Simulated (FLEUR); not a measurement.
# KNi2S2: parallel and opposed starts, part 3 of 3

A self-consistent run ends on one state, which hangs on the start. Several orders of KNi2S2 are started in FLEUR and their energies compared.

FLEUR MaX-R8.1; LDA (VWN); all-electron FLAPW, Dirac cores, scalar-relativistic bands. The settings are cheaper than careful work needs.

So far. Step 3 (Run 2 (antiferro +-)): It lies 35.0 meV a seeded atom over the first start. Step 4 (Run 3 (no spin polarisation)): It lies 35.0 meV a seeded atom over the first start.

**5. Another try**

An input with a fault is tried, to see how the program answers.

File inp.xml:

```
<?xml version="1.0" encoding="UTF-8" standalone="no"?>
<fleurInput fleurInputVersion="0.39">
   <comment>
      KNi2S2
   </comment>
   <calculationSetup>
      <cutoffs Kmax="4.36" Gmax="13.1" GmaxXC="13.1" numbands="0"/>
      <scfLoop itmax="50" minDistance="0.00002" maxIterBroyd="15" imix="Anderson" alpha="0.02" precondParam="0.0" spinf="2.0" sdNocoIR="T"/>
      <coreElectrons ctail="T" frcor="F" kcrel="0" coretail_lmax="0"/>
      <xcFunctional name="vwn" relativisticCorrections="F"/>
      <magnetism jspins="2"/>
      <soc l_soc="F" theta="0.0" phi="0.0" spav="F"/>
      <expertModes spex="0" secvar="F"/>
      <geometryOptimization l_f="F" forcealpha="1.0" forcemix="BFGS" epsdisp="0.00001" epsforce="0.00001"/>
      <ldaU l_linMix="F" mixParam="0.05" spinf="1.0"/>
   </calculationSetup>
   <cell>
      <bzIntegration valenceElectrons="57.0" mode="hist" fermiSmearingEnergy="0.00073499">
         <kPointListSelection listName="mesh"/>
         <xi:include xmlns:xi="http://www.w3.org/2001/XInclude" href="kpts.xml"> </xi:include>
      </bzIntegration>
      <xi:include xmlns:xi="http://www.w3.org/2001/XInclude" href="sym.xml"> </xi:include>
      <bulkLattice scale="1.0">
         <bravaisMatrix>
            <row-1>   -3.5819758691792996     3.5819758691792996    12.1216482262467000</row-1>
            <row-2>    3.5819758691792996    -3.5819758691792996    12.1216482262467000</row-2>
            <row-3>    3.5819758691792996     3.5819758691792996   -12.1216482262467000</row-3>
         </bravaisMatrix>
      </bulkLattice>
   </cell>
   <atomSpecies>
      <species name="Potassium (K)" element="K" atomicNumber="19">
         <mtSphere radius="2.8" gridPoints="925" logIncrement="0.013"/>
         <atomicCutoffs lmax="10" lnonsphr="8"/>
         <electronConfig flipSpins="F">
            <coreConfig>(1s1/2) (2s1/2) (2p1/2) (2p3/2)</coreConfig>
            <valenceConfig>(3s1/2) (3p1/2) (3p3/2) (4s1/2)</valenceConfig>
            <stateOccupation state="(4s1/2)" spinUp="0.500000" spinDown="0.500000"/>
         </electronConfig>
         <energyParameters s="4" p="4" d="3" f="4"/>
         <lo type="SCLO" l="0" n="3" eDeriv="0"/>
         <lo type="SCLO" l="1" n="3" eDeriv="0"/>
      </species>
      <species name="Nickel (Ni2.001" element="Ni" atomicNumber="28">
         <mtSphere radius="2.47" gridPoints="817" logIncrement="0.015"/>
         <atomicCutoffs lmax="10" lnonsphr="8"/>
         <electronConfig flipSpins="F">
            <coreConfig>(1s1/2) (2s1/2) (2p1/2) (2p3/2)</coreConfig>
            <valenceConfig>(3s1/2) (3p1/2) (3p3/2) (4s1/2) (3d3/2) (3d5/2)</valenceConfig>
            <stateOccupation state="(3d3/2)" spinUp="2.0" spinDown="1.2"/>
            <stateOccupation state="(3d5/2)" spinUp="3.0" spinDown="1.8"/>
         </electronConfig>
         <energyParameters s="4" p="4" d="3" f="4"/>
         <lo type="SCLO" l="0" n="3" eDeriv="0"/>
         <lo type="SCLO" l="1" n="3" eDeriv="0"/>
      </species>
      <species name="Sulfur (S)" element="S" atomicNumber="16">
         <mtSphere radius="1.72" gridPoints="569" logIncrement="0.02"/>
         <atomicCutoffs lmax="6" lnonsphr="4"/>
         <electronConfig flipSpins="F">
            <coreConfig>(1s1/2) (2s1/2) (2p1/2) (2p3/2)</coreConfig>
            <valenceConfig>(3s1/2) (3p1/2) (3p3/2)</valenceConfig>
            <stateOccupation state="(3p1/2)" spinUp="0.666667" spinDown="0.666667"/>
            <stateOccupation state="(3p3/2)" spinUp="1.333333" spinDown="1.333333"/>
         </electronConfig>
         <energyParameters s="3" p="3" d="3" f="4"/>
      </species>
   </atomSpecies>
   <atomGroups>
      <atomGroup species="Potassium (K)">
         <relPos label="                   1">.0000000000 .0000000000 .0000000000</relPos>
         <force calculate="T" relaxXYZ="TTT"/>
      </atomGroup>
      <atomGroup species="Nickel (Ni2.001">
         <relPos label="                   2">-1.000/4.000 1.000/4.000 1.000/2.000</relPos>
         <relPos label="                   3">1.000/4.000 -1.000/4.000 1.000/2.000</relPos>
         <force calculate="T" relaxXYZ="TTT"/>
      </atomGroup>
      <atomGroup species="Sulfur (S)">
         <relPos label="                   4">9.000/25.000 9.000/25.000 .0000000000</relPos>
         <relPos label="                   5">-9.000/25.000 -9.000/25.000 .0000000000</relPos>
         <force calculate="T" relaxXYZ="TTT"/>
      </atomGroup>
   </atomGroups>
   <output dos="F" band="F" slice="F">
      <bandDOS minEnergy="-.5*Htr" maxEnergy="0.5*Htr" sigma="0.015" storeEVData="T"/>
      <plotting iplot="0" polar="F">
         <plot TwoD="T" vec1="  1.0  0.0  0.0" vec2="  0.0  1.0  0.0" vec3="  0.0  0.0  1.0" zero="  0.0  0.0  0.0" file="plot"/>
      </plotting>
      <moessbauerParams electricFieldGradient="F" isomerShift="F" coreHyperfine="F" valenceHyperfine="F"/>
   </output>
</fleurInput>
```

File crystal.txt:

```
KNi2S2
&input film=F cartesian=F /
-1.89550000000  1.89550000000  6.41450000000
1.89550000000  -1.89550000000  6.41450000000
1.89550000000  1.89550000000  -6.41450000000
1.8897261246
1.0 1.0 1.0

5
19 0.00000000000  0.00000000000  0.00000000000
28 0.75000000000  0.25000000000  0.50000000000 : 2.001
28 0.25000000000  0.75000000000  0.50000000000 : 2.001
16 0.36000000000  0.36000000000  0.00000000000
16 0.64000000000  0.64000000000  0.00000000000

&kpt div1=4 div2=4 div3=4 gamma=T /
```

The run is started by

```bash
> OMP_NUM_THREADS=1 inpgen -f crystal.txt > inpgen.log  # inp.xml is then edited as shown
> OMP_NUM_THREADS=2 fleur_MPI > fleur.log
```

Log:

```text
Welcome to FLEUR        (www.flapw.de)
      MaX-Release 8.1          (www.max-centre.eu)
**************FLEUR-Error*****************
Error message: No kPointList named: mesh found.
Error from PE:0/1
*****************************************
```

It took 2.5 s on 1 MPI rank of Arm Neoverse V2, shared host; peak memory 0.08 GiB.

The program refused the input before any cycle.

The program's message: “No kPointList named: mesh found.”

The fault in the input: a k list that isn't there.

listName must name a list in kpts.xml.

**6. Energies of the orders**

Free energies are divided by the number of seeded atoms.

Orders:

```csv
start,final state,typed order kept,energy over the lowest (meV a seeded atom),largest sphere moment (μB),net moment (μB a primitive cell),mesh matched,CPU time (s)
ferro ++,ferromagnetic,yes,0,0.8701,2.234,yes,303
antiferro +-,non-magnetic,no,35.02,0,0,yes,1209
no spin polarisation,non-magnetic,-,35.03,0,0,yes,109.5
```

**7. Spin–orbit coupling, moments along [001]**

Spin–orbit coupling ties the spins to the lattice and lets orbital moments form.

A new self-consistent run of the start ferro ++, with the moments along z.

File inp.xml:

```
<?xml version="1.0" encoding="UTF-8" standalone="no"?>
<fleurInput fleurInputVersion="0.39">
   <comment>
      KNi2S2
   </comment>
   <calculationSetup>
      <cutoffs Kmax="4.36" Gmax="13.1" GmaxXC="13.1" numbands="157"/>
      <scfLoop itmax="90" minDistance="0.00002" maxIterBroyd="15" imix="Anderson" alpha="0.02" precondParam="0.0" spinf="2.0" sdNocoIR="T"/>
      <coreElectrons ctail="T" frcor="F" kcrel="0" coretail_lmax="0"/>
      <xcFunctional name="vwn" relativisticCorrections="F"/>
      <magnetism jspins="2"/>
      <soc l_soc="T" theta="0.0" phi="0.0" spav="F"/>
      <expertModes spex="0" secvar="F"/>
      <geometryOptimization l_f="F" forcealpha="1.0" forcemix="BFGS" epsdisp="0.00001" epsforce="0.00001"/>
      <ldaU l_linMix="F" mixParam="0.05" spinf="1.0"/>
   </calculationSetup>
   <cell>
      <bzIntegration valenceElectrons="57.0" mode="hist" fermiSmearingEnergy="0.00073499">
         <kPointListSelection listName="default-1"/>
         <xi:include xmlns:xi="http://www.w3.org/2001/XInclude" href="kpts.xml"> </xi:include>
      </bzIntegration>
      <xi:include xmlns:xi="http://www.w3.org/2001/XInclude" href="sym.xml"> </xi:include>
      <bulkLattice scale="1.0">
         <bravaisMatrix>
            <row-1>   -3.5819758691792996     3.5819758691792996    12.1216482262467000</row-1>
            <row-2>    3.5819758691792996    -3.5819758691792996    12.1216482262467000</row-2>
            <row-3>    3.5819758691792996     3.5819758691792996   -12.1216482262467000</row-3>
         </bravaisMatrix>
      </bulkLattice>
   </cell>
   <atomSpecies>
      <species name="Potassium (K)" element="K" atomicNumber="19">
         <mtSphere radius="2.8" gridPoints="925" logIncrement="0.013"/>
         <atomicCutoffs lmax="10" lnonsphr="8"/>
         <electronConfig flipSpins="F">
            <coreConfig>(1s1/2) (2s1/2) (2p1/2) (2p3/2)</coreConfig>
            <valenceConfig>(3s1/2) (3p1/2) (3p3/2) (4s1/2)</valenceConfig>
            <stateOccupation state="(4s1/2)" spinUp="0.500000" spinDown="0.500000"/>
         </electronConfig>
         <energyParameters s="4" p="4" d="3" f="4"/>
         <lo type="SCLO" l="0" n="3" eDeriv="0"/>
         <lo type="SCLO" l="1" n="3" eDeriv="0"/>
      </species>
      <species name="Nickel (Ni2.001" element="Ni" atomicNumber="28">
         <mtSphere radius="2.47" gridPoints="817" logIncrement="0.015"/>
         <atomicCutoffs lmax="10" lnonsphr="8"/>
         <electronConfig flipSpins="F">
            <coreConfig>(1s1/2) (2s1/2) (2p1/2) (2p3/2)</coreConfig>
            <valenceConfig>(3s1/2) (3p1/2) (3p3/2) (4s1/2) (3d3/2) (3d5/2)</valenceConfig>
            <stateOccupation state="(3d3/2)" spinUp="2.0" spinDown="1.2"/>
            <stateOccupation state="(3d5/2)" spinUp="3.0" spinDown="1.8"/>
         </electronConfig>
         <energyParameters s="4" p="4" d="3" f="4"/>
         <lo type="SCLO" l="0" n="3" eDeriv="0"/>
         <lo type="SCLO" l="1" n="3" eDeriv="0"/>
      </species>
      <species name="Sulfur (S)" element="S" atomicNumber="16">
         <mtSphere radius="1.72" gridPoints="569" logIncrement="0.02"/>
         <atomicCutoffs lmax="6" lnonsphr="4"/>
         <electronConfig flipSpins="F">
            <coreConfig>(1s1/2) (2s1/2) (2p1/2) (2p3/2)</coreConfig>
            <valenceConfig>(3s1/2) (3p1/2) (3p3/2)</valenceConfig>
            <stateOccupation state="(3p1/2)" spinUp="0.666667" spinDown="0.666667"/>
            <stateOccupation state="(3p3/2)" spinUp="1.333333" spinDown="1.333333"/>
         </electronConfig>
         <energyParameters s="3" p="3" d="3" f="4"/>
      </species>
   </atomSpecies>
   <atomGroups>
      <atomGroup species="Potassium (K)">
         <relPos label="                   1">.0000000000 .0000000000 .0000000000</relPos>
         <force calculate="T" relaxXYZ="TTT"/>
      </atomGroup>
      <atomGroup species="Nickel (Ni2.001">
         <relPos label="                   2">-1.000/4.000 1.000/4.000 1.000/2.000</relPos>
         <relPos label="                   3">1.000/4.000 -1.000/4.000 1.000/2.000</relPos>
         <force calculate="T" relaxXYZ="TTT"/>
      </atomGroup>
      <atomGroup species="Sulfur (S)">
         <relPos label="                   4">9.000/25.000 9.000/25.000 .0000000000</relPos>
         <relPos label="                   5">-9.000/25.000 -9.000/25.000 .0000000000</relPos>
         <force calculate="T" relaxXYZ="TTT"/>
      </atomGroup>
   </atomGroups>
   <output dos="F" band="F" slice="F">
      <bandDOS minEnergy="-.5*Htr" maxEnergy="0.5*Htr" sigma="0.015" storeEVData="T"/>
      <plotting iplot="0" polar="F">
         <plot TwoD="T" vec1="  1.0  0.0  0.0" vec2="  0.0  1.0  0.0" vec3="  0.0  0.0  1.0" zero="  0.0  0.0  0.0" file="plot"/>
      </plotting>
      <moessbauerParams electricFieldGradient="F" isomerShift="F" coreHyperfine="F" valenceHyperfine="F"/>
   </output>
</fleurInput>
```

File crystal.txt:

```
KNi2S2
&input film=F cartesian=F /
-1.89550000000  1.89550000000  6.41450000000
1.89550000000  -1.89550000000  6.41450000000
1.89550000000  1.89550000000  -6.41450000000
1.8897261246
1.0 1.0 1.0

5
19 0.00000000000  0.00000000000  0.00000000000
28 0.75000000000  0.25000000000  0.50000000000 : 2.001
28 0.25000000000  0.75000000000  0.50000000000 : 2.001
16 0.36000000000  0.36000000000  0.00000000000
16 0.64000000000  0.64000000000  0.00000000000

&soc 0.0000000 0.0000000 /
&kpt div1=4 div2=4 div3=4 gamma=T /
```

The run is started by

```bash
> OMP_NUM_THREADS=1 inpgen -f crystal.txt > inpgen.log  # inp.xml is then edited as shown
> OMP_NUM_THREADS=1 mpirun -n 2 fleur_MPI > fleur.log
```

Log:

```text
[banner, memory and clock lines left out]
Welcome to FLEUR        (www.flapw.de)
      MaX-Release 8.1          (www.max-centre.eu)

 ========== k-point set info ==========
 Selected k-point list: default-1
 k-point list type: mesh
 4 x 4 x 4
 Number of k points: 14

 [... set-up left out ...]
 Iteration:     1   Distance:      23.90030996 me/bohr^3
 Iteration:     2   Distance:      22.65482810 me/bohr^3
 Iteration:     3   Distance:      10.53429350 me/bohr^3
 Iteration:     4   Distance:      13.24055584 me/bohr^3
 Iteration:     5   Distance:      12.59912986 me/bohr^3
 Iteration:     6   Distance:       5.00168001 me/bohr^3
 Iteration:     7   Distance:       6.84800932 me/bohr^3
 Iteration:     8   Distance:       3.68357663 me/bohr^3
 Iteration:     9   Distance:       3.19889438 me/bohr^3
 Iteration:    10   Distance:       2.46739453 me/bohr^3
 Iteration:    11   Distance:       1.16526240 me/bohr^3
 Iteration:    12   Distance:       1.26710009 me/bohr^3
 Iteration:    13   Distance:       0.42207945 me/bohr^3
 Iteration:    14   Distance:       0.69538800 me/bohr^3
[... lines left out ...]
 Iteration:    23   Distance:       0.00183221 me/bohr^3
 Iteration:    24   Distance:       0.00111188 me/bohr^3
 Iteration:    25   Distance:       0.00066960 me/bohr^3
 Iteration:    26   Distance:       0.00017940 me/bohr^3
 Iteration:    27   Distance:       0.00009831 me/bohr^3
 Iteration:    28   Distance:       0.00002280 me/bohr^3
 Iteration:    29   Distance:       0.00001434 me/bohr^3

 ********************************************************************
 Run finished successfully
 Stop message:
   all done
 ********************************************************************

--- out.xml (last complete iteration) ---
<iteration numberForCurrentRun="   29" overallNumber="   29">
         [... left out ...]
         <bandgap value="0.0000000000" units="eV"/>
         <sumValenceSingleParticleEnergies value="-40.7957552034" units="Htr"/>
         <FermiEnergy value="0.2121973551" units="Htr"/>
         [... left out ...]
         <magneticMomentsInMTSpheres units="muBohr">
            <globalMagMoment atomType="1" vec="0.00000   0.00000   0.01274"/>
            <globalMagMoment atomType="2" vec="0.00000   0.00000   0.85513"/>
            <globalMagMoment atomType="3" vec="0.00000   0.00000   0.12575"/>
         </magneticMomentsInMTSpheres>
         <orbitalMomentsInMTSpheres units="muBohr">
            <globalMagMoment atomType="1" vec="0.00000   0.00000   0.00094"/>
            <globalMagMoment atomType="2" vec="0.00000   0.00000   0.16638"/>
            <globalMagMoment atomType="3" vec="0.00000   0.00000  -0.00274"/>
         </orbitalMomentsInMTSpheres>
         [... left out ...]
         <totalEnergy value="    -4433.5591659907" units="Htr">
            <sumOfEigenvalues value="    -2536.6296756693">
               <coreElectrons value="-2495.8339204659"/>
               <valenceElectrons value="-40.7957552034"/>
            </sumOfEigenvalues>
         [... left out ...]
            <freeEnergy value="-4433.5593577327"/>
            <extrapolationTo0K value="-4433.5592618617"/>
         </totalEnergy>
         <densityConvergence units="me/bohr^3">
            <chargeDensity spin="1" distance="0.0000020864"/>
            <chargeDensity spin="2" distance="0.0000141597"/>
            <overallChargeDensity distance="0.0000142814"/>
            <spinDensity distance="0.0000143438"/>
         </densityConvergence>
      </iteration>
```

Wall time 4.9 min (2 MPI ranks); peak memory 0.38 GiB.

Spin moment in the muffin-tin sphere by atom:

```csv
atom,spin moment in the muffin-tin sphere (μB)
K1,0.013
Ni2,0.855
Ni3,0.855
S4,0.126
S5,0.126
```

Numbers from this step:

| Quantity | Value |
| --- | --- |
| free energy | -120643.2961 eV |
| program's band gap on this mesh (in a metal only a level spacing) | 0 eV |
| magnetization | 2.198 μB |
| final state | ferromagnetic |
| orbital moment along the spin | 0.1664 μB |

Orbital moment in the sphere, along the spin axis by atom:

```csv
atom,"orbital moment in the sphere, along the spin axis (μB)"
K1,0.001
Ni2,0.166
Ni3,0.166
S4,-0.003
S5,-0.003
```

**8. What came out**

| Quantity | Value |
| --- | --- |
| lowest state found | ferromagnetic (typed ferro ++) |
| largest site spin moment | 0.870 μB |
| next finished state | non-magnetic, 35.0 meV a seeded atom higher |
| energy gained by spin polarisation | 35.0 meV a seeded atom |
| orbital moment on the atom of largest spin, along its spin (spin–orbit run) | 0.166 μB |

In words: The lowest state found is ferromagnetic, reached from the start ferro ++, with moments up to 0.870 μB. 1 start left the typed pattern (a sign turned, or a seeded moment died or shrank under 0.15 μB), so such an energy belongs to the state reached, not the one typed. The orbital moment is parallel to the spin, as Hund's third rule has it for a shell over half filled. Only 3 starts were tried; other patterns of signs, canted and longer-period orders were not.

[Logs and program files are shortened in this print: banners, set-up blocks, solver, clock and traceback lines can be left out without a mark of their own.]

[Logs are printed without paths, hosts, clocks, repeated set-up lines and the standing remarks that a program may print on its own settings, such as how far it seeks lower states.]

[Hosts, paths, dates, database ids (printed as entryN), source tags and the programs' standing remarks are cut or masked in the printed files.]

[Where a cell is said to come from a database of computed structures, the database is the Materials Project.]
